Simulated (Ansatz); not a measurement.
# Lattice dynamics of Y2ClO2F (built on the sites of a database entry of YOF)

Task: relax Y2ClO2F (built on the sites of a database entry of YOF), then find its harmonic phonons.

Calculated with Ansatz 0.2.0; DFT PBEsol, scalar-relativistic, plane waves, PAW.

The structure was built from a prototype and need not be the compound's stable phase.

**1. The starting structure**

It takes space group P-4m2 (No. 115, tetragonal). Conventional cell: a = 3.892 Å, b = 3.892 Å, c = 5.532 Å, α = 90.00°, β = 90.00°, γ = 90.00°. Y has 4 O at 2.27 Å and 2 F at 2.52 Å and 2 Cl at 2.52 Å nearest. O has 4 Y at 2.27 Å nearest. F has 4 Y at 2.52 Å nearest. Nearest to Cl lie 4 Y at 2.52 Å. Farther neighbours and most contacts between anions are not listed.

**2. Rough relaxation**

A rough relaxation comes first, because large forces or stress need no tight tolerances yet.

The input, input.yaml:

```yaml
crystal:
  lattice:
    - [3.89203, 0.0, 0.0]
    - [0.0, 3.89203, 0.0]
    - [0.0, 0.0, 5.53159]
  atoms:
    - { symbol: "Y", position: [0.5, 0.0, 0.71147552] }
    - { symbol: "Y", position: [0.0, 0.5, 0.28852448] }
    - { symbol: O, position: [0.0, 0.0, 0.5] }
    - { symbol: O, position: [0.5, 0.5, 0.5] }
    - { symbol: F, position: [0.5, 0.5, 0.0] }
    - { symbol: Cl, position: [0.0, 0.0, 0.0] }
kpoints:
  mp_grid: { grid: [6, 6, 4] }
hamiltonian:
  xc: pbesol
scf:
  occupations: { method: gaussian, width: 0.1 }
output:
  forces: true
  stress: true
  eigenvalues: true
relax:
  adjacent_minimum: "off"
  f_tol: 0.05
  max_steps: 80
  cell: { stress_tol: 0.5 }
```

Run with:

```sh
ansatz run input.yaml --threads 8 --pin off --max-ram 14336MiB --backend cpu --events-out ev --progress --plain --runs-dir out
```

Numbers of over 12 decimals in the logs are rounded to 6 here.

What it wrote:

```text
The last accepted step is kept in <dir> (removed where the run ends without a failure and the disk answers)
Engine: ansatz 0.2.0, aarch64-unknown-linux-gnu
Pseudopotentials: kind: paw
Pseudopotential: Y, paw, valence charge 11, recommended cutoff 420 eV (normal), Y.paw.azcp
Pseudopotential: O, paw, valence charge 6, recommended cutoff 420 eV (normal), O.paw.azcp
[...]
cell:  # Å, volume = 91.8370 Å³
    - [3.966906, 0, 0]
    - [0, 3.966906, 0.0]
    - [0, 0.0, 5.835981]
  atoms:
    - { symbol: Y, position: [0.5, 0, 0.684828] }
    - { symbol: Y, position: [0, 0.5, 0.315172] }
    - { symbol: O, position: [0, 0, 0.5] }
    - { symbol: O, position: [0.5, 0.5, 0.5] }
    - { symbol: F, position: [0.5, 0.5, -4.442709825385608e-19] }
    - { symbol: Cl, position: [0, 0, -4.442709825385607e-19] }
[key lines of the parts left out:]
SCF converged after 4 iterations
Free energy (F): -10585.604283 eV
Fermi energy:    9.793386 eV
P = ⅓ Tr σ = 0.1083 GPa (1.083 kbar)
```

It took 8 s on 8 threads of Arm Neoverse V2, shared host; peak memory 0.48 GiB; 56 s of CPU time.

The steps of the relaxation:

```
step  energy less that of the first step (eV)  largest force component (eV/Å)  pressure (GPa)  volume (Å³)
   1                                   0.0000                          3.4833           10.94        83.79
   2                                  -0.6787                          1.0909            1.84        90.92
   3                                  -0.7397                          0.0533           -0.34        91.72
   4                                  -0.7425                          0.0270           -0.14        91.48
  5*                                  -0.7790                          0.0269            0.51        91.48
   6                                  -0.7795                          0.0016            0.10        91.84
  7*                                  -0.7805                          0.0017            0.11        91.84
```

Relaxation steps marked * repeat the geometry before them on a plane-wave basis chosen anew for their cell, so energy and pressure can jump there.

Forces are held to the 8 operations that the run works with; a distortion that breaks them can't arise in this run.

```
conventional cell, symmetrised  before  after  change
                         a (Å)   3.892  3.967  +1.9 %
                         b (Å)   3.892  3.967  +1.9 %
                         c (Å)   5.532  5.836  +5.5 %
              volume (Å³/atom)   13.97  15.31  +9.6 %
```

The atoms that moved most (Å, as changes of fractional coordinates times the final cell):

```
atom     dx     dy      dz  length
  Y1  0.000  0.000  -0.156   0.156
  Y2  0.000  0.000   0.156   0.156
```

The relaxed structure:

```
Y O F Cl
1.0
     3.96691    0.00000    0.00000
     0.00000    3.96691    0.00000
     0.00000    0.00000    5.83598
Y O F Cl
2 2 1 1
Cartesian
  1.9835 0.0000 3.9966
  0.0000 1.9835 1.8393
  0.0000 0.0000 2.9180
  1.9835 1.9835 2.9180
  1.9835 1.9835 0.0000
  0.0000 0.0000 0.0000
```

Numbers from this step:

- pressure: 0.1083 GPa
- gap on the k-mesh: 5.032 eV
- volume per atom: 15.31 Å³
- direct gap on mesh: 5.145 eV

In this step the volume went from 13.97 to 15.31 Å³/atom.

**3. Bringing the structure to rest**

The cell and atoms are relaxed, since residual forces and stress would shift the frequencies.

The input, input.yaml:

```yaml
crystal:
  lattice:
    - [3.9669061691, 0.0, 0.0]
    - [0.0, 3.9669061691, 0.0]
    - [0.0, 0.0, 5.8359814391]
  atoms:
    - { symbol: "Y", position: [0.5, 0.0, 0.6848282164] }
    - { symbol: "Y", position: [0.0, 0.5, 0.3151717836] }
    - { symbol: O, position: [0.0, 0.0, 0.5] }
    - { symbol: O, position: [0.5, 0.5, 0.5] }
    - { symbol: F, position: [0.5, 0.5, 0.0] }
    - { symbol: Cl, position: [0.0, 0.0, 0.0] }
kpoints:
  mp_grid: { grid: [6, 6, 4] }
hamiltonian:
  xc: pbesol
scf:
  occupations: { method: gaussian, width: 0.02 }
output:
  forces: true
  stress: true
  eigenvalues: true
relax:
  adjacent_minimum: "off"
  f_tol: 0.005
  max_steps: 80
  cell: { stress_tol: 0.05 }
```

What it wrote:

```text
[...]
Crystal: 6 atoms, lattice volume = 91.837 Å³
Basis set: ecut = 420 eV, 1803 PW (Γ), exchange–correlation on 54×54×80 points (8 copies of the dense FFT grid, shifted against one another)
Bands: 30, of which v1, the nominal top of the filled ones, is band 24 counted from 1 (23 counted from 0)
Symmetry: 8 space group operations
[...]
k-points: 30 of 144 (time reversal used)
[...]
cell:  # Å, volume = 91.9235 Å³
    - [3.967856, 0.0, 0]
    - [0.0, 3.967856, 0.0]
    - [0, 0.0, 5.838683]
  atoms:
    - { symbol: Y, position: [0.5, 0.0, 0.684774] }
    - { symbol: Y, position: [0, 0.5, 0.315226] }
    - { symbol: O, position: [0, 0.0, 0.500000] }
    - { symbol: O, position: [0.5, 0.5, 0.500000] }
    - { symbol: F, position: [0.5, 0.5, 0] }
    - { symbol: Cl, position: [0, 0.0, 0] }
[key lines of the parts left out:]
SCF converged after 6 iterations
Free energy (F): -10585.604274 eV
Fermi energy:    9.779834 eV
P = ⅓ Tr σ = 0.0011 GPa (0.011 kbar)
```

Wall time 4.5 s (8 threads); peak memory 0.49 GiB.

Little changed from the start: no atom moved by 0.005 Å and no cell edge by 0.1 %.

Numbers from this step:

```
pressure           : 0.001073 GPa
gap on the k-mesh  : 5.030 eV
volume per atom    : 15.32 Å³
direct gap on mesh : 5.142 eV
```

In this step the volume went from 15.31 to 15.32 Å³/atom.

**4. Relaxing to small forces for the phonons**

Phonons need a cell at rest on their own settings, so the relaxation is repeated with tight tolerances on forces and stress, using the mesh and the filling of the phonon run that follows.

The input, input.yaml:

```yaml
crystal:
  lattice:
    - [3.9678556729, 0.0, 0.0]
    - [0.0, 3.9678556729, 0.0]
    - [0.0, 0.0, 5.8386826923]
  atoms:
    - { symbol: "Y", position: [0.5, 0.0, 0.6847744398] }
    - { symbol: "Y", position: [0.0, 0.5, 0.3152255602] }
    - { symbol: O, position: [0.0, 0.0, 0.5] }
    - { symbol: O, position: [0.5, 0.5, 0.5] }
    - { symbol: F, position: [0.5, 0.5, 0.0] }
    - { symbol: Cl, position: [0.0, 0.0, 0.0] }
kpoints:
  mp_grid: { grid: [6, 6, 4] }
hamiltonian:
  xc: pbesol
scf:
  occupations: { method: fixed }
output:
  forces: true
  stress: true
  eigenvalues: true
relax:
  adjacent_minimum: "off"
  f_tol: 0.001
  max_steps: 60
  cell: { stress_tol: 0.01 }
```

What it wrote:

```text
[...]
Crystal: 6 atoms, lattice volume = 91.924 Å³
Basis set: ecut = 420 eV, 1803 PW (Γ), exchange–correlation on 54×54×80 points (8 copies of the dense FFT grid, shifted against one another)
Bands: 30, of which v1, the nominal top of the filled ones, is band 24 counted from 1 (23 counted from 0)
Symmetry: 8 space group operations
[...]
k-points: 30 of 144 (time reversal used)
[...]
cell:  # Å, volume = 91.9235 Å³
    - [3.9678556729, 0.0, 0.0]
    - [0.0, 3.9678556729, 0.0]
    - [0.0, 0.0, 5.8386826923]
  atoms:
    - { symbol: Y, position: [0.5, 0.0, 0.684774] }
    - { symbol: Y, position: [0.0, 0.5, 0.3152255602] }
    - { symbol: O, position: [0.0, 0.0, 0.5] }
    - { symbol: O, position: [0.5, 0.5, 0.5] }
    - { symbol: F, position: [0.5, 0.5, 0.0] }
    - { symbol: Cl, position: [0.0, 0.0, 0.0] }
[key lines of the parts left out:]
SCF converged after 8 iterations
Free energy (F): -10585.604274 eV
Fermi energy:    7.264745 eV
P = ⅓ Tr σ = 0.0011 GPa (0.011 kbar)
```

Elapsed: 2.6 s, on 8 threads; peak memory 0.47 GiB.

Little changed from the start: no atom moved by 0.005 Å and no cell edge by 0.1 %.

Numbers from this step:

```
pressure : 0.001072 GPa
```

The largest force component left is 0.25 meV/Å and the pressure is 0.001 GPa, within the tolerances set. The cell now holds 15.32 Å³/atom.

**5. Modes at Γ**

The zone centre comes first: it holds the modes that light can see, as far as symmetry allows. The response to a homogeneous field gives the Born charges and the dielectric tensor.

input.yaml, as its differences from that of step 4:

```diff
@@ -19,9 +19,6 @@
 output:
-  forces: true
-  stress: true
   eigenvalues: true
-relax:
-  adjacent_minimum: "off"
-  f_tol: 0.001
-  max_steps: 60
-  cell: { stress_tol: 0.01 }
+phonons:
+  method: dfpt
+  dielectric: true
+  rigid_motions: translations
```

What it wrote:

```text
[...]
Crystal: 6 atoms, lattice volume = 91.924 Å³
Basis set: ecut = 420 eV, 1803 PW (Γ), exchange–correlation on 54×54×80 points (8 copies of the dense FFT grid, shifted against one another)
Bands: 30, of which v1, the nominal top of the filled ones, is band 24 counted from 1 (23 counted from 0)
Symmetry: 8 space group operations
k-points: 76 of 144 (irreducible under 1 space group operation, time reversal used)
[...]
SCF iter   1: F=—  HF=-10585.642166 eV  |F-HF|=—  |Δ(HF+E_count)|=         —  Δρ=1.41e-2  dr2=1.54e-1  ethr=1.77e-3  ⟨swp⟩=5.0  Hψ=8303  notcnv=0  defer=295
[...]
SCF iter  11: F=-10585.604274 eV  HF=-10585.604274 eV  |F-HF|=2.18e-11  |Δ(HF+E_count)|=  2.73e-10  Δρ=2.14e-7  dr2=3.34e-11  ethr=1.00e-12  ⟨swp⟩=12.8  Hψ=13103  notcnv=0
SCF 1 converged in 11 iterations: F = -10585.604274 eV  dr2 = 3.34e-11
[...]
DFPT response loops at Γ: preconditioner auto → none (the input reference at scf.mixing.eps_inf says where Resta's filter doesn't serve); β = 0.50; Broyden in place of MSR1
── the response to a field inside a basis, on 6×6×4 k-points: an SCF that follows is theirs, and a resumed run solves both again ──
Bands: 25, of which v1, the nominal top of the filled ones, is band 24 counted from 1 (23 counted from 0)
k-points: 12 of 144 (time reversal used)
[...]
Eigensolver: Dense (12 Hₖ)
SCF iter   1: F=—  HF=-10585.593897 eV  |F-HF|=—  |Δ(HF+E_count)|=         —  Δρ=4.52e-4  dr2=3.82e-5  ethr=1.00e-1
[...]
SCF iter   4: F=-10585.593893 eV  HF=-10585.593893 eV  |F-HF|=1.86e-8  |Δ(HF+E_count)|=   2.08e-7  Δρ=7.75e-6  dr2=3.64e-8  ethr=3.16e-9
SCF 1 converged in 4 iterations: F = -10585.593893 eV  dr2 = 3.64e-8
[...]
SCF converged after 11 iterations
Free energy (F): -10585.604274 eV
[...]
Internal energy: -10585.604274 eV  (E = F + TS)
E sigma→0 (E₀):  -10585.604274 eV
Fermi energy:    7.264743 eV
[...]
--- Band table (eV; the first three rows and the last of 76) ---
  k-point 0: bands = [... 20 lower, 6.6769, 7.0269, 7.0269, 7.2400, 12.6616, 12.6931, 12.7916, 13.2012, ... 2 higher]
  k-point 1: bands = [... 20 lower, 6.7525, 6.7525, 7.1049, 7.1049, 12.7362, 12.7492, 13.1985, 13.7081, ... 2 higher]
  k-point 2: bands = [... 20 lower, 6.8049, 6.8049, 7.1906, 7.1906, 12.8556, 12.8583, 13.6007, 14.2397, ... 2 higher]
  k-point 75: bands = [... 20 lower, 6.5896, 6.6630, 7.1645, 7.1645, 12.3991, 12.3991, 13.2944, 14.5126, ... 2 higher]
--- Phonons (Γ-DFPT): 11 representative perturbations + reference, on 76 of 144 k-points (Σ response iterations 33) ---
  k mesh reduced under 1 symmetry operation, with k and −k counted as one. Each operation leaves every solved perturbation unchanged. A smaller set is not considered because the run solves the response to a homogeneous field
  ASR residual: 2.470e-4 → 0.000e0 eV/Å²; symmetrization residual: 1.099e-5 eV/Å²
  ASR residual per site (eV/Å²): 7.28e-5 7.28e-5 1.84e-4 2.47e-4 1.33e-4 4.11e-6
  Γ frequencies (cm⁻¹): -131.29 0.00 0.00 0.00 34.66 34.66 184.60 184.60 251.86 263.49 280.63 280.63 332.03 332.03 370.07 476.32 482.55 482.55
  ε∞ (high-frequency dielectric tensor):
        3.918010     0.000000    -0.000000
        0.000000     3.918010     0.000000
       -0.000000     0.000000     3.694671
  softest optical mode at Γ: -131.29 cm⁻¹; the repairs (sum rule, projections) moved no ω² at Γ by more than (2.75 cm⁻¹)²
  Born effective charges Z* (e; rows j = field, columns β = displacement):
    site 0:
         4.15266    0.00000    0.00000
         0.00000    3.72872    0.00000
         0.00000    0.00000    3.37495
    site 1:
         3.72872    0.00000    0.00000
         0.00000    4.15266    0.00000
         0.00000    0.00000    3.37495
    site 2:
        -2.70499    0.00000   -0.00000
         0.00000   -2.70499    0.00000
        -0.00000    0.00000   -2.13483
    site 3:
        -2.70142    0.00000   -0.00000
         0.00000   -2.70142    0.00000
        -0.00000    0.00000   -1.67877
    site 4:
        -1.48443    0.00000    0.00000
         0.00000   -1.48443    0.00000
        -0.00000    0.00000   -1.42397
    site 5:
        -0.99054    0.00000   -0.00000
         0.00000   -0.99054    0.00000
        -0.00000    0.00000   -1.51234
  Z* charge neutrality: 2.884e-3 e pre-enforcement
  solved inside a basis spanned on kpoints, on 6×6×4 k-points, its susceptibility summed on 10×10×6: ε∞ is read to err by 1.0e-2, Z* by 1.7e-2 e (field_mesh: kpoints solves on kpoints); Z* is corrected for what the basis lacks
  optical modes at Γ without the LO–TO term, one row a degenerate level:
      ω (cm⁻¹)  modes    IR ((D/Å)²/amu)
       -131.29      1             3.1588
         34.66      2             5.4599
        184.60      2             2.3268
        251.86      1             8.5671
        263.49      1             0.0000
        280.63      2             1.4863
        332.03      2            55.6694
        370.07      1             0.0955
        476.32      1             8.6769
        482.55      2             0.0011
  optical modes at Γ + LO–TO along q̂ = [1.0000, 0.0000, 0.0000]:
      ω (cm⁻¹)  modes    IR ((D/Å)²/amu)
       -131.29      1             3.1588
         34.66      1             2.7299
         82.24      1             0.3082
        184.60      1             1.1634
        190.97      1             0.1351
        251.86      1             8.5671
        263.49      1             0.0000
        280.63      1             0.7432
        281.93      1             0.0202
[...]
optical modes at Γ + LO–TO along q̂ = [0.0000, 1.0000, 0.0000]:
      ω (cm⁻¹)  modes    IR ((D/Å)²/amu)
[...]
482.55      1             0.0005
        542.09      1            32.0059
  optical modes at Γ + LO–TO along q̂ = [0.0000, 0.0000, 1.0000]:
      ω (cm⁻¹)  modes    IR ((D/Å)²/amu)
        -85.48      1             0.7480
         34.66      2             5.4599
        184.60      2             2.3268
        263.49      1             0.0000
        280.63      2             1.4863
        323.65      1             4.2941
        332.03      2            55.6694
        371.14      1             0.1626
        482.55      2             0.0011
        550.97      1            15.2935
```

Run time: 44 s. Hardware: 8 threads; peak memory 1.2 GiB.

In the SCF lines HF is the Harris–Foulkes energy and dr2 the Hartree energy of the density residual, in eV; the loop may stop once dr2 is under the threshold and the program's other checks hold. Hψ counts applications of the Hamiltonian.

Numbers from this step:

| Quantity | Value |
| --- | --- |
| sum-rule residual before enforcement | 2.47e-4 eV/Å² |
| miss of the charge sum rule | 0.002884 e |
| estimated error of the dielectric tensor | 0.01048 |
| estimated error of the Born charges | 0.01700 e |
| point group | -42m |
| highest optical mode at the zone centre (no LO-TO term) | 482.6 cm⁻¹ |
| lowest optical zone-centre mode | -131.3 cm⁻¹ |
| mean high-frequency dielectric constant | 3.844 |
| largest Born charge (third of the trace) | 3.752 e |
| top of the zone-centre spectrum with the field | 551.0 cm⁻¹ |

Without the LO-TO term. Patterns of degenerate modes are one choice out of their space. Modes at Γ, with each element's share of the kinetic energy (negative means imaginary):

```
mode  frequency (cm⁻¹)  symmetry  Y %  O %  F %  Cl %
   1            -131.3        B2    5    8   81     6
   2               0.0  acoustic   67   12    7    13
   3               0.0  acoustic   67   12    7    13
   4               0.0  acoustic   67   12    7    13
   5              34.7         E   40    2   34    24
   6              34.7         E   40    2   34    24
   7             184.6         E   75    1   17     7
   8             184.6         E   75    1   17     7
   9             251.9        B2   22   14    4    60
  10             263.5        A1  100    0    0     0
  11             280.6         E    1    2   42    55
  12             280.6         E    1    2   42    55
  13             332.0         E   16   83    0     0
  14             332.0         E   16   83    0     0
  15             370.1        B2    2   80    4    14
  16             476.3        B2    5   86    4     6
  17             482.6         E    0  100    0     0
  18             482.6         E    0  100    0     0
```

Displacements in mode 1 (-131.3 cm⁻¹), the largest set to 1:
```
Y1   0.00  0.00 -0.08
Y2   0.00  0.00 -0.08
O3   0.00  0.00 -0.16
O4   0.00  0.00  0.30
F5   0.00  0.00  1.00
Cl6  0.00  0.00 -0.20
```

Displacements in mode 12 (280.6 cm⁻¹), the largest set to 1:
```
Y1  -0.06  0.00  0.00
Y2   0.00  0.00  0.00
O3  -0.15  0.00  0.00
O4  -0.16  0.00  0.00
F5  -1.00  0.00  0.00
Cl6  0.84  0.00  0.00
```

Optical modes at the zone centre, without and with the macroscopic field of the longitudinal modes; each column is sorted by frequency, so a row need not hold one and the same mode. Modes with and without the field, by row:

```
rank among optical modes  no field (cm⁻¹)  q along (1, 0, 0) (cm⁻¹)  q along (0, 0, 1) (cm⁻¹)
                       1           -131.3                    -131.3                     -85.5
                       2             34.7                      34.7                      34.7
                       3             34.7                      82.2                      34.7
                       4            184.6                     184.6                     184.6
                       5            184.6                       191                     184.6
                       6            251.9                     251.9                     263.5
                       7            263.5                     263.5                     280.6
                       8            280.6                     280.6                     280.6
                       9            280.6                     281.9                     323.6
                      10              332                       332                       332
                      11              332                     370.1                       332
                      12            370.1                     476.3                     371.1
                      13            476.3                     482.5                     482.6
                      14            482.6                     482.6                     482.6
                      15            482.6                     542.1                       551
```

Born charge (rows field, columns displacement) (e), principal values of the symmetric part by kind of site:

```
atom  atoms with these values    low  middle   high   mean
  Y1                        2   3.38    3.73   4.15   3.75
  O3                        1  -2.71   -2.71  -2.13  -2.51
  O4                        1  -2.70   -2.70  -1.68  -2.36
  F5                        1  -1.48   -1.48  -1.42  -1.46
 Cl6                        1  -1.51   -0.99  -0.99  -1.16
```

In full for O4:

```
-2.70  0.00  0.00
 0.00 -2.70  0.00
 0.00  0.00 -1.68
```

High-frequency dielectric tensor:

```
3.92 0.00 0.00
0.00 3.92 0.00
0.00 0.00 3.69
```

Transverse modes; imaginary modes are left out. Infrared lines, with heights relative to the strongest:

```
position (cm⁻¹)  label  relative intensity
             35      E                  10
            185      E                 4.2
            252     B2                  15
            264     A1                 0.0
            281      E                 2.7
            332      E                 100
            370     B2                 0.2
            476     B2                  16
            482      E                 0.0
```

Before it was imposed, the acoustic sum rule was missed by 2.5e-4 eV/Å² and the charge sum rule by 0.0029 e. Small misses are needed for a sound result but don't prove that mesh and cutoff are converged. The lowest optical mode is imaginary, 131.3i cm⁻¹, so the energy falls along it.

[end of part 1 of 2]

[Logs are printed without paths, hosts, clocks, repeated set-up lines and the standing remarks that a program may print on its own settings, such as how far it seeks lower states.]

[Hosts, paths, dates, database ids (printed as entryN), source tags and the programs' standing remarks are cut or masked in the printed files.]
